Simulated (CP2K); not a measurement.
Consider methoxyoxirane at its PBE geometry (Å).

```xyz
11

C     1.7148    0.2030   -0.4380
O     0.4779    0.7507    0.0558
C    -0.4361   -0.2313    0.3962
C    -1.8582    0.1009    0.3176
O    -1.2410   -0.7863   -0.6673
H     2.3914    1.0504   -0.5900
H     2.1572   -0.4924    0.2954
H     1.5565   -0.3215   -1.3925
H    -0.0566   -0.9835    1.1002
H    -2.1298    1.0872   -0.0668
H    -2.5760   -0.3771    0.9895
```

Method: CP2K XAS_TDP, all-electron GAPW, PBEh(45%), aug-cc-pVDZ, TDA, no relativity.

Question: Predict the bright core excitations at the C K edge.

Leading lines: C1 284.94 eV, C3 286.50 eV and C4 284.49 eV. The leading line of an atom is its first one with 35 % of the strongest within 2.5 eV of its lowest line over the strength cut. 

The first six lines of each atom with a strength over 0.0015:

```
                       atom  energy (eV)  states  strength, one atom
   C1 (bonded to O and 3 H)       284.94       1              0.0338
                                  285.37       1              0.0063
                                  285.82       1              0.0225
                                  286.08       1              0.0241
                                  286.67       1              0.0024
                                  286.98       1              0.0042
C3 (bonded to C, 2 O and H)       286.50       1              0.0579
                                  286.77       1              0.0198
                                  287.44       1              0.0120
                                  287.80       1              0.0070
                                  287.93       1              0.0024
                                  288.07       1              0.0115
C4 (bonded to C, O and 2 H)       284.49       1              0.0468
                                  285.49       1              0.0086
                                  285.99       1              0.0169
                                  286.45       1              0.0073
                                  286.68       1              0.0131
                                  287.14       1              0.0037
```

Lines are vertical, at one geometry, with no vibrational structure. Without a correction of the core level, line positions, and the gaps between valence and Rydberg lines, follow the share of exact exchange. At this level such K lines come out 3 to 6 eV under measured ones. These values hold no scalar relativity, about 0.1 eV for C 1s. Rydberg lines, and the discretised continuum above threshold, depend on the basis and the box.

[Banner, clock and machine lines of the logs are left out without a mark of their own.]

[Logs are printed without paths, hosts, clocks, repeated set-up lines and the standing remarks that a program may print on its own settings, such as how far it seeks lower states.]

[Hosts, paths, dates, database ids (printed as entryN), source tags and the programs' standing remarks are cut or masked in the printed files.]
